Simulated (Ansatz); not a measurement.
**Work function of Pb(100): what the settings cost and change**

Aim: the work function of Pb(100) across levels of theory at one geometry.

Calculated with Ansatz 0.2.0; plane-wave DFT, PBE, Ansatz PAW, in the first sound run; inputs show where later runs differ.

## 1. Set-up

The cell holds 7 atoms: 7 Pb. Cell: a = 3.500 Å, b = 3.500 Å, c = 32.850 Å, α = 90.0°, β = 90.0°, γ = 90.0°. Vacuum lies along c.

## 2. Slab, setting PBE, Ansatz PAW (420 eV)

A work function rests on the faint tail of the density, so the SCF threshold is tight. PBE on the default files comes first; the next runs keep the geometry and change functional or files, each at the cutoff that its files recommend; a relaxation and, for heavy metals, spin-orbit coupling close the ladder.

Contents of input.yaml:

```yaml
crystal:
  lattice:
    - [3.5001785669, 0.0, 0.0]
    - [0.0, 3.5001785669, 0.0]
    - [0.0, 0.0, 32.85]
  atoms:
    - { symbol: Pb, position: [0.0, 0.0, 0.2739726027] }
    - { symbol: Pb, position: [0.5, 0.5, 0.3493150685] }
    - { symbol: Pb, position: [0.0, 0.0, 0.4246575342] }
    - { symbol: Pb, position: [0.5, 0.5, 0.5] }
    - { symbol: Pb, position: [0.0, 0.0, 0.5753424658] }
    - { symbol: Pb, position: [0.5, 0.5, 0.6506849315] }
    - { symbol: Pb, position: [0.0, 0.0, 0.7260273973] }
kpoints:
  mp_grid: { grid: [12, 12, 1] }
hamiltonian:
  xc: pbe
scf:
  occupations: { method: fermi_dirac, width: 0.1 }
  convergence: { dr2_threshold: 1.0e-09 }
efield:
  axis: 3
  dipole_correction: true
  ramp_position: 0.97
  ramp_width: 0.06
output:
  write_potential: true
  write_density: true
  volumetric_format: npy
  elf: true
```

On the command line:

```console
> ansatz run input.yaml --threads 4 --pin off --max-ram 6144MiB --backend cpu --events-out ev --progress --plain --runs-dir out
```

The log of the run:

```text
Engine: ansatz 0.2.0, aarch64-unknown-linux-gnu
Pseudopotentials: kind: paw
Pseudopotential: Pb, paw, valence charge 14, recommended cutoff 420 eV (normal), Pb.paw.azcp
Functional definition: PBE
  parameter kappa = 0.804
  parameter beta = 0.066725
  exchange = pbe_x(kappa = kappa, mu = beta*pi^2/3)
  correlation = pbe_c(beta = beta)
Crystal: 7 atoms, lattice volume = 402.454 Å³
Basis set: ecut = 420 eV, 7841 PW (Γ)
Bands: 59, of which v1, the nominal top of the filled ones, is band 49 counted from 1 (48 counted from 0)
Symmetry: 8 space group operations
k-points: 28 of 144
Non-local potential: Pb, projectors of the file, l = 0: 2, l = 1: 2, l = 2: 2, l = 3: 2
PAW form: soft (Blöchl's): semilocal exchange-correlation on the pseudo side does not see the compensation charge
PAW one-centre angular grid: Pb, 590 points (default); XC on 64 Gauss nodes
Initial density: superposition of atomic densities (neutral atoms: chi_scale 0, normalization atom), corrected by the library's trained network
Initial wavefunctions: pseudopotential atomic-orbital guess
Functional: x = pbe(κ = 0.804, μ = 0.219515), c = pbe(β = 0.066725)
SCF iter   1: F=—  HF=-83344.389314 eV  |F-HF|=—  |Δ(HF+E_count)|=         —  Δρ=7.85e-4  dr2=1.60e-2  ethr=1.77e-3  p=0.000 e·Å  D=4.49e-14 V/Å  ΔV_dip=-0.00 eV  dr2_dipole=7.15e-8  V_vac-E_F(+/−)=3.64/3.64 eV  ⟨swp⟩=7.3  Hψ=6610  notcnv=0  defer=5
efield: sawtooth ramp at fractional position 0.9700 (set: `efield.ramp_position`, or a place that a band, a saddle search or an elastic batch's reference lends), width 0.0600; the density the first Hamiltonian is built on has a dipole p = 0.000 e·Å; the dipole correction subtracts the counter field D = 4.49e-14 V/Å, which shifts the + side's vacuum level by -0.00 eV against the − side's; the planar-averaged density in the ramp window peaks in size at 7.1e-6 e/Å³
preconditioner: auto → LDOS  [metal: Δε(μ)=0.018 eV  Ē_g=15.875 eV  σ=0.100 eV  W_gap=0.04  n_scr=74 (ndim 8)  ℏωp=18.3 eV  f_vac=0.435  D(μ)=3.85/eV (n_scr^D=12)  β→1.0]
SCF iter   2: F=—  HF=-83344.391518 eV  |F-HF|=—  |Δ(HF+E_count)|=   2.20e-3  Δρ=3.73e-4  dr2=6.91e-4  ethr=1.63e-5  p=-0.000 e·Å  D=-2.94e-6 V/Å  ΔV_dip=0.00 eV  dr2_dipole=5.84e-8  V_vac-E_F(+/−)=3.72/3.72 eV  ⟨swp⟩=2.4  Hψ=3418  notcnv=0  defer=12
SCF iter   3: F=—  HF=-83344.391533 eV  |F-HF|=—  |Δ(HF+E_count)|=   1.47e-5  Δρ=2.63e-4  dr2=4.52e-4  ethr=7.05e-7  p=0.000 e·Å  D=6.65e-7 V/Å  ΔV_dip=-0.00 eV  dr2_dipole=3.44e-9  V_vac-E_F(+/−)=3.73/3.73 eV  ⟨swp⟩=2.2  Hψ=3095  notcnv=0  defer=12
SCF iter   4: F=—  HF=-83344.391420 eV  |F-HF|=—  |Δ(HF+E_count)|=   1.12e-4  Δρ=4.40e-5  dr2=9.73e-6  ethr=4.61e-7  p=0.000 e·Å  D=3.90e-7 V/Å  ΔV_dip=-0.00 eV  dr2_dipole=1.67e-10  V_vac-E_F(+/−)=3.73/3.73 eV  ⟨swp⟩=2.0  Hψ=2887  notcnv=0  defer=12
SCF iter   5: F=—  HF=-83344.391417 eV  |F-HF|=—  |Δ(HF+E_count)|=   3.19e-6  Δρ=1.33e-5  dr2=1.15e-6  ethr=9.93e-9  p=0.000 e·Å  D=1.86e-7 V/Å  ΔV_dip=-0.00 eV  dr2_dipole=2.04e-13  V_vac-E_F(+/−)=3.73/3.73 eV  ⟨swp⟩=2.0  Hψ=3041  notcnv=0  defer=12
SCF iter   6: F=—  HF=-83344.391399 eV  |F-HF|=—  |Δ(HF+E_count)|=   1.85e-5  Δρ=2.09e-6  dr2=2.33e-8  ethr=1.18e-9  p=0.000 e·Å  D=7.32e-8 V/Å  ΔV_dip=-0.00 eV  dr2_dipole=5.06e-12  V_vac-E_F(+/−)=3.74/3.74 eV  ⟨swp⟩=2.0  Hψ=2957  notcnv=0  defer=12
SCF iter   7: F=—  HF=-83344.391399 eV  |F-HF|=—  |Δ(HF+E_count)|=   1.60e-8  Δρ=6.31e-7  dr2=2.51e-9  ethr=2.37e-11  p=0.000 e·Å  D=6.91e-9 V/Å  ΔV_dip=-0.00 eV  dr2_dipole=1.44e-13  V_vac-E_F(+/−)=3.74/3.74 eV  ⟨swp⟩=2.1  Hψ=3057  notcnv=0  defer=12
SCF iter   8: F=-83344.391399 eV  HF=-83344.391399 eV  |F-HF|=1.46e-10  |Δ(HF+E_count)|=  2.91e-11  Δρ=1.63e-7  dr2=1.86e-10  ethr=1.02e-12  p=-0.000 e·Å  D=-4.34e-9 V/Å  ΔV_dip=0.00 eV  dr2_dipole=1.13e-15  V_vac-E_F(+/−)=3.74/3.74 eV  ⟨swp⟩=9.2  Hψ=6148  notcnv=0
SCF 1 converged in 8 iterations: F = -83344.391399 eV  dr2 = 1.86e-10
  greatest PAW one-centre occupation: 0.978 electrons in one spin orbital (limit 2), on the Pb atom at site 0 (counted from 0), in its partial waves of l = 2
WARN: The output density's exchange-correlation potential varies sharply where the density is thin. Do not read a vacuum level from v_tot or v_xc, or from such a field of the output density. On a cell that repeats whose density bears no net charge and no dipole along the vacuum's axis use v_es (v_loc + v_h of the components); under efield.dipole_correction with no amplitude use v_es + v_field, which holds any externa [...]
SCF converged after 8 iterations
Free energy (F): -83344.391399 eV
Harris-Foulkes:  -83344.391399 eV  (|F-HF|=1.46e-10)
Internal energy: -83344.263482 eV  (E = F + TS)
E sigma→0 (E₀):  -83344.327440 eV
Entropy (-TS):   -0.127917 eV (-18.274 meV/atom)
Fermi energy:    4.050616 eV
Dipole field:    D = -0.000000 V/Å  (p = -0.000000 e·Å, saw-weighted, corrected)
Work function:   Φ+ = 3.7356 eV   Φ− = 3.7355 eV
Levels:          The Fermi level and band energies are counted from a zero that moves with the ramp; work functions are not
--- Per-component energies (eV) ---
  E_band       = -936.263041
  E_kinetic    = 2020.827442
  E_local      = -95196.301413  (includes V_loc(G=0)·N_el)
  E_nonlocal   = 2446.690740
  E_hartree    = 46530.478782
  E_xc         = -1544.315472
  E_vxc        = -925.835747  (∫ρ·V_xc dr)
  E_paw        = -72838.547172  (= ΣΔE_a)
  E_vpaw       = -2342.605100  (= ΣTr[D̂ρ^β])
  E_aug_tail   = 0.000345  (compensation charges beyond the density's cutoff)
  E_efield     = 0.000000  (sawtooth field / dipole correction)
  E_vefield    = 0.000000  (∫n·V_field dr)
  E_ewald      = 35236.903267
  E_smearing   = -0.127917  (= −TS)
  E_closure    = 0.000000  (closes the sum)
  Σ components = -83344.391399   (vs F -83344.391399, Δ=0.00e0)
--- Band table (eV; the first three rows and the last of 28) ---
  k-point 0: bands = [... 45 lower, 5.1962, 6.1912, 6.1912, 6.6162, 6.6162, 6.6302, 7.2849, 7.2849, ... 6 higher]
  k-point 1: bands = [... 45 lower, 4.8749, 5.4344, 5.9707, 6.1072, 6.2956, 6.7159, 6.8042, 7.2288, ... 6 higher]
  k-point 2: bands = [... 45 lower, 3.7986, 4.2835, 4.6784, 5.3147, 5.7525, 6.6044, 6.6300, 6.9558, ... 6 higher]
  k-point 27: bands = [... 45 lower, 1.2906, 1.9517, 1.9517, 2.7779, 2.7779, 3.7821, 3.7821, 4.4619, ... 6 higher]
```

It took 49 s on 4 threads of Arm Neoverse N1, shared host; peak memory 1.2 GiB.

The column dr2 measures how far the density is from self-consistency, as an energy; F and HF (Harris–Foulkes) agree once it is small.

This step gave:

```
energy at zero smearing   : -83344.3274 eV
work function, upper face : 3.736 eV
```

Running mean over 2.475 Å of the planar mean; the ramp of the sawtooth is left out. Table of electron's electrostatic potential energy less the Fermi level by z:

| z (Å) | electron's electrostatic potential energy less the Fermi level (eV) |
| --- | --- |
| 3.5 | 3.74 |
| 4.0 | 3.73 |
| 4.5 | 3.73 |
| 5.0 | 3.72 |
| 5.5 | 3.70 |
| 6.0 | 3.63 |
| 6.5 | 3.40 |
| 7.0 | 2.59 |
| 7.5 | 0.410 |
| 8.0 | -2.26 |
| 8.5 | -4.46 |
| 9.0 | -5.28 |
| 9.5 | -5.46 |
| 10.0 | -5.50 |
| 10.5 | -5.52 |
| 11.0 | -5.53 |
| 11.5 | -5.54 |
| 12.0 | -5.57 |
| 12.5 | -5.59 |
| 13.0 | -5.61 |
| 13.5 | -5.62 |
| 14.0 | -5.61 |
| 14.5 | -5.60 |
| 15.0 | -5.58 |
| 15.5 | -5.57 |
| 16.0 | -5.56 |
| 16.5 | -5.56 |
| 17.0 | -5.57 |
| 17.5 | -5.58 |
| 18.0 | -5.59 |
| 18.5 | -5.60 |
| 19.0 | -5.61 |
| 19.5 | -5.61 |
| 20.0 | -5.61 |
| 20.5 | -5.59 |
| 21.0 | -5.56 |
| 21.5 | -5.54 |
| 22.0 | -5.53 |
| 22.5 | -5.51 |
| 23.0 | -5.49 |
| 23.5 | -5.43 |
| 24.0 | -5.15 |
| 24.5 | -3.92 |
| 25.0 | -1.46 |
| 25.5 | 1.17 |
| 26.0 | 2.96 |
| 26.5 | 3.50 |
| 27.0 | 3.66 |
| 27.5 | 3.71 |
| 28.0 | 3.73 |
| 28.5 | 3.73 |
| 29.0 | 3.73 |
| 29.5 | 3.74 |

Electrostatic potential energy in the ca plane at fractional y = 0.000, with atoms of Pb within 0.2 Å of it. With pseudopotentials it is smooth inside the atoms' cores, unlike the true potential.

Values in eV, 5 rows by 16 columns, each cell a mean:
```
-19 -32  -4   7   6 -20 -32  -3   7   6 -21 -32  -2   7   8   8
  1  -6   4   6   6   1  -6   4   6   6   0  -6   5   7   8   8
  5   4   6   5   6   5   4   6   5   6   5   4   7   8   8   8
 -4 -16   3   6   6  -4 -16   3   6   6  -5 -16   4   7   8   8
-22 -30  -7   7   5 -23 -30  -6   7   5 -24 -30  -5   7   8   8
```
Columns run along c (16.0 Å, from fractional 0.39 to 0.88 of the cell; values clipped at the 3rd and 97th percentile), rows up along a (3.5 Å). Atoms in or near the plane, at fractional coordinates: Pb at (0.42, 0.00), Pb at (0.58, 0.00), Pb at (0.73, 0.00).

Valence density in the ca plane at fractional y = 0.000, with atoms of Pb within 0.2 Å of it. It is the smooth field of the valence electrons, not physical close to the nuclei.

Ten steps, logarithmic in the rise over the least value, from '0' (0.00 × 1e0 e/Å³) to '9' (9.04 × 1e0 e/Å³), each cell a mean:
```
36898642110112479986311001125799742100000000
24676431111111356764211111123577532000000000
12343221111111233432111111112344321000000000
11222111111111112221111111111222110000000000
11111111111111111111111111111111110000000000
12232211111111122322111111111222210000000000
23555321111111245543211111113455421000000000
35787632111112368875311111124788642100000000
36899742100012479986311001125899852100000000
```
Columns run along c (16.0 Å, from fractional 0.39 to 0.88 of the cell), rows up along a (3.5 Å). Atoms in or near the plane, at fractional coordinates: Pb at (0.42, 0.00), Pb at (0.58, 0.00), Pb at (0.73, 0.00).

ELF in the ca plane at fractional y = 0.000, with atoms of Pb within 0.2 Å of it. It is the smooth field of the valence electrons, not physical close to the nuclei.

Values, 5 rows by 16 columns, each cell a mean:
```
0.34 0.20 0.32 0.13 0.19 0.33 0.20 0.32 0.14 0.22 0.31 0.21 0.45 0.23 0.03 0.00
0.30 0.35 0.25 0.19 0.19 0.30 0.35 0.24 0.17 0.22 0.30 0.37 0.34 0.11 0.01 0.00
0.22 0.25 0.21 0.21 0.21 0.23 0.25 0.19 0.18 0.22 0.26 0.28 0.20 0.06 0.01 0.00
0.33 0.37 0.27 0.17 0.19 0.33 0.37 0.26 0.16 0.22 0.32 0.38 0.39 0.15 0.02 0.00
0.32 0.11 0.34 0.13 0.19 0.31 0.12 0.34 0.13 0.22 0.29 0.13 0.45 0.25 0.03 0.00
```
Columns run along c (16.0 Å, from fractional 0.39 to 0.88 of the cell), rows up along a (3.5 Å). Atoms in or near the plane, at fractional coordinates: Pb at (0.42, 0.00), Pb at (0.58, 0.00), Pb at (0.73, 0.00).

The work function is 3.736 eV.

## 3. Run

This step: plane-wave DFT, LDA, Ansatz PAW (Ansatz 0.2.0).

Edit input.yaml of step 2 so:

```diff
@@ -16,3 +16,3 @@
 hamiltonian:
-  xc: pbe
+  xc: lda
 scf:
@@ -29,2 +29 @@
   volumetric_format: npy
-  elf: true
```

The log of the run:

```text
[...]
Crystal: 7 atoms, lattice volume = 402.454 Å³
Basis set: ecut = 420 eV, 7841 PW (Γ)
Bands: 59, of which v1, the nominal top of the filled ones, is band 49 counted from 1 (48 counted from 0)
Symmetry: 8 space group operations
k-points: 28 of 144
[...]
k-point 0: bands = [... 45 lower, 4.8212, 5.8169, 5.8169, 6.2412, 6.2412, 6.3057, 6.9090, 6.9090, ... 6 higher]
  k-point 1: bands = [... 45 lower, 4.4992, 5.0835, 5.6215, 5.7416, 5.9209, 6.3404, 6.4778, 6.9119, ... 6 higher]
  k-point 2: bands = [... 45 lower, 3.4399, 3.9497, 4.3194, 4.9740, 5.3899, 6.2283, 6.3063, 6.5947, ... 6 higher]
  k-point 27: bands = [... 45 lower, 0.9574, 1.6189, 1.6189, 2.4411, 2.4411, 3.4364, 3.4364, 4.1419, ... 6 higher]
[key lines of the parts left out:]
SCF converged after 8 iterations
Free energy (F): -81215.639950 eV
Fermi energy:    3.703923 eV
Dipole field:    D = 0.000000 V/Å  (p = 0.000000 e·Å, saw-weighted, corrected)
Work function:   Φ+ = 4.0457 eV   Φ− = 4.0457 eV
```

The job ended after 50 s (4 threads; peak memory 1.2 GiB).

The work function is 4.046 eV, +0.310 eV from the run “PBE, Ansatz PAW (420 eV)”, at 0.98 times its CPU time.

## 4. Slab

This step: plane-wave DFT, PBEsol, Ansatz PAW (Ansatz 0.2.0).

Edit input.yaml of step 3 so:

```diff
@@ -16,3 +16,3 @@
 hamiltonian:
-  xc: lda
+  xc: pbesol
 scf:
```

The log of the run:

```text
[...]
Crystal: 7 atoms, lattice volume = 402.454 Å³
Basis set: ecut = 420 eV, 7841 PW (Γ)
Bands: 59, of which v1, the nominal top of the filled ones, is band 49 counted from 1 (48 counted from 0)
Symmetry: 8 space group operations
k-points: 28 of 144
[...]
k-point 0: bands = [... 45 lower, 5.0714, 6.0484, 6.0484, 6.4736, 6.4736, 6.5436, 7.1426, 7.1426, ... 6 higher]
  k-point 1: bands = [... 45 lower, 4.7416, 5.2919, 5.8326, 5.9795, 6.1529, 6.5734, 6.6906, 7.1257, ... 6 higher]
  k-point 2: bands = [... 45 lower, 3.6562, 4.1431, 4.5340, 5.1839, 5.6086, 6.4621, 6.5266, 6.8186, ... 6 higher]
  k-point 27: bands = [... 45 lower, 1.1465, 1.8085, 1.8085, 2.6350, 2.6350, 3.6384, 3.6384, 4.3157, ... 6 higher]
[key lines of the parts left out:]
SCF converged after 8 iterations
Free energy (F): -82283.938044 eV
Fermi energy:    3.908709 eV
Dipole field:    D = 0.000000 V/Å  (p = 0.000000 e·Å, saw-weighted, corrected)
Work function:   Φ+ = 3.8252 eV   Φ− = 3.8252 eV
```

It took 52 s on 4 threads; peak memory 1.2 GiB; 2.6 min of CPU time.

The work function is 3.825 eV, +0.090 eV from the run “PBE, Ansatz PAW (420 eV)”, at 0.98 times its CPU time.

## 5. Slab

This step: plane-wave DFT, RPBE, Ansatz PAW (Ansatz 0.2.0).

Edit input.yaml of step 4 so:

```diff
@@ -16,3 +16,3 @@
 hamiltonian:
-  xc: pbesol
+  xc: rpbe
 scf:
```

The log of the run:

```text
[...]
Crystal: 7 atoms, lattice volume = 402.454 Å³
Basis set: ecut = 420 eV, 7841 PW (Γ)
Bands: 59, of which v1, the nominal top of the filled ones, is band 49 counted from 1 (48 counted from 0)
Symmetry: 8 space group operations
k-points: 28 of 144
[...]
k-point 0: bands = [... 45 lower, 5.3381, 6.3407, 6.3407, 6.7096, 6.7649, 6.7649, 7.3284, 7.4323, ... 6 higher]
  k-point 1: bands = [... 45 lower, 5.0208, 5.5763, 6.1084, 6.2400, 6.4452, 6.8647, 6.9033, 7.3109, ... 6 higher]
  k-point 2: bands = [... 45 lower, 3.9419, 4.4205, 4.8198, 5.4508, 5.8941, 6.7344, 6.7542, 7.0889, ... 6 higher]
  k-point 27: bands = [... 45 lower, 1.4269, 2.0865, 2.0865, 2.9133, 2.9133, 3.9210, 3.9210, 4.5952, ... 6 higher]
[key lines of the parts left out:]
SCF converged after 9 iterations
Free energy (F): -83451.189460 eV
Fermi energy:    4.190024 eV
Dipole field:    D = -0.000000 V/Å  (p = -0.000000 e·Å, saw-weighted, corrected)
Work function:   Φ+ = 3.5875 eV   Φ− = 3.5875 eV
```

It took 54 s on 4 threads; peak memory 1.2 GiB; 2.8 min of CPU time.

The work function is 3.588 eV, -0.148 eV from the run “PBE, Ansatz PAW (420 eV)”, at 1.0 times its CPU time.

## 6. Run

This step: plane-wave DFT, r2SCAN, Ansatz PAW (Ansatz 0.2.0).

Edit input.yaml of step 5 so:

```diff
@@ -16,3 +16,3 @@
 hamiltonian:
-  xc: rpbe
+  xc: r2scan
 scf:
```

The log of the run:

```text
[...]
Crystal: 7 atoms, lattice volume = 402.454 Å³
Basis set: ecut = 500 eV, 10231 PW (Γ), exchange–correlation on 108×108×960 points (64 copies of the dense FFT grid, shifted against one another)
Bands: 59, of which v1, the nominal top of the filled ones, is band 49 counted from 1 (48 counted from 0)
Symmetry: 8 space group operations
k-points: 28 of 144
[...]
k-point 0: bands = [... 45 lower, 5.2549, 6.1951, 6.1951, 6.6408, 6.6408, 6.7986, 7.3469, 7.3469, ... 6 higher]
  k-point 1: bands = [... 45 lower, 4.9043, 5.4319, 5.9916, 6.2120, 6.3043, 6.7451, 6.8900, 7.3847, ... 6 higher]
  k-point 2: bands = [... 45 lower, 3.7504, 4.2440, 4.6749, 5.3318, 5.8082, 6.6270, 6.7383, 7.0523, ... 6 higher]
  k-point 27: bands = [... 45 lower, 1.0513, 1.7287, 1.7287, 2.6010, 2.6010, 3.6809, 3.6809, 4.4851, ... 6 higher]
[key lines of the parts left out:]
SCF converged after 10 iterations
Free energy (F): -83445.457289 eV
Fermi energy:    3.984382 eV
Dipole field:    D = -0.000000 V/Å  (p = -0.000000 e·Å, saw-weighted, corrected)
Work function:   Φ+ = 3.7999 eV   Φ− = 3.7999 eV
```

It took 2.3 min on 4 threads; peak memory 2 GiB; 6.9 min of CPU time.

The work function is 3.800 eV, +0.064 eV from the run “PBE, Ansatz PAW (420 eV)”, at 2.6 times its CPU time.

## 7. Slab

This step: plane-wave DFT, PBE, JTH PAW (Ansatz 0.2.0).

Edit input.yaml of step 6 so:

```diff
@@ -16,3 +16,4 @@
 hamiltonian:
-  xc: r2scan
+  xc: pbe
+  pseudopotentials: { kind: paw, source: jth }
 scf:
```

The log of the run:

```text
[...]
k-point 0: bands = [... 45 lower, 4.9244, 5.9243, 5.9243, 6.3504, 6.3504, 6.3605, 7.0204, 7.0204, ... 6 higher]
  k-point 1: bands = [... 45 lower, 4.6031, 5.1751, 5.7127, 5.8370, 6.0291, 6.4503, 6.5471, 6.9639, ... 6 higher]
  k-point 2: bands = [... 45 lower, 3.5320, 4.0292, 4.4134, 5.0595, 5.4892, 6.3386, 6.3730, 6.6924, ... 6 higher]
  k-point 27: bands = [... 45 lower, 1.0276, 1.6910, 1.6910, 2.5196, 2.5196, 3.5250, 3.5250, 4.2119, ... 6 higher]
[key lines of the parts left out:]
SCF converged after 9 iterations
Free energy (F): -82909.968325 eV
Fermi energy:    3.791698 eV
Dipole field:    D = 0.000000 V/Å  (p = 0.000000 e·Å, saw-weighted, corrected)
Work function:   Φ+ = 3.7341 eV   Φ− = 3.7341 eV
```

Elapsed: 13 min, on 4 threads; peak memory 4.3 GiB.

The work function is 3.734 eV, -0.001 eV from the run “PBE, Ansatz PAW (420 eV)”, at 8.8 times its CPU time.

## 8. Slab

This step: plane-wave DFT, PBE, norm-conserving (Ansatz 0.2.0).

Edit input.yaml of step 7 so:

```diff
@@ -17,3 +17,3 @@
   xc: pbe
-  pseudopotentials: { kind: paw, source: jth }
+  pseudopotentials: { kind: nc }
 scf:
```

The log of the run:

```text
[...]
Crystal: 7 atoms, lattice volume = 402.454 Å³
Basis set: ecut = 850 eV, 22737 PW (Γ)
Bands: 59, of which v1, the nominal top of the filled ones, is band 49 counted from 1 (48 counted from 0)
Symmetry: 8 space group operations
k-points: 28 of 144
[...]
k-point 0: bands = [... 45 lower, 5.4295, 6.4279, 6.4279, 6.8532, 6.8532, 6.8629, 7.5224, 7.5224, ... 6 higher]
  k-point 1: bands = [... 45 lower, 5.1085, 5.6701, 6.2066, 6.3412, 6.5324, 6.9530, 7.0397, 7.4642, ... 6 higher]
  k-point 2: bands = [... 45 lower, 4.0325, 4.5184, 4.9127, 5.5495, 5.9869, 6.8414, 6.8643, 7.1905, ... 6 higher]
  k-point 27: bands = [... 45 lower, 1.5252, 2.1867, 2.1867, 3.0130, 3.0130, 4.0175, 4.0175, 4.6963, ... 6 higher]
[key lines of the parts left out:]
SCF converged after 9 iterations
Free energy (F): -15782.353010 eV
Fermi energy:    4.285369 eV
Dipole field:    D = 0.000000 V/Å  (p = 0.000001 e·Å, saw-weighted, corrected)
Work function:   Φ+ = 3.7318 eV   Φ− = 3.7318 eV
```

Run time: 4.3 min. Hardware: 4 threads; peak memory 2.8 GiB; 14 min of CPU time.

The work function is 3.732 eV, -0.004 eV from the run “PBE, Ansatz PAW (420 eV)”, at 5.4 times its CPU time.

(Continued in part 2 of 2.)

[Long decimals in the printed logs are rounded to 6 places.]

[Logs are printed without paths, hosts, clocks, repeated set-up lines and the standing remarks that a program may print on its own settings, such as how far it seeks lower states.]

[Hosts, paths, dates, database ids (printed as entryN), source tags and the programs' standing remarks are cut or masked in the printed files.]

[Maps of the electrostatic potential energy from Ansatz leave out the sawtooth potential of an applied field or a dipole correction, so their vacuum need not be flat; planar profiles and work functions include it.]
